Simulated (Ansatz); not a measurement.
Rows from a G0W0 calculation on V2O5 (Pmmn) (Ansatz 0.2.0; G0W0 on r2SCAN, plane waves, PAW; 4×2×4 mesh, 982 empty bands, screening to 180 eV), in eV. Spin-orbit coupling is left out.

| row | Σx | Σc | Vxc | Z |
| --- | --- | --- | --- | --- |
| A | -15.90 | -6.52 | -23.53 | 0.71 |
| B | -25.67 | 4.11 | -21.33 | 0.70 |
| C | -26.09 | 4.31 | -21.55 | 0.70 |
| D | -25.89 | 4.73 | -20.95 | 0.69 |
| E | -15.61 | -6.98 | -23.71 | 0.71 |
| F | -16.42 | -6.71 | -24.27 | 0.70 |

**Question.** Which rows are filled states and which are empty ones, and how can one tell?

Filled: B, C and D. Empty: A, E and F. The sign of Σc tells: for a filled state bare exchange, which holds its interaction with itself, lies below Vxc (Σx − Vxc is -4.3 eV or lower here) and screening gives part back as a positive Σc. For an empty state Σx lies above Vxc (+7.6 eV or more) and the Coulomb hole leaves Σc negative.

[Runs of the session that timed out or met a known fault of the program may be left out.]

[Cells called generated may have been cut or substituted from an entry of the Crystallography Open Database or the Materials Project.]

[Hosts, paths, dates, database ids (printed as entryN), source tags and the programs' standing remarks are cut or masked in the printed files.]
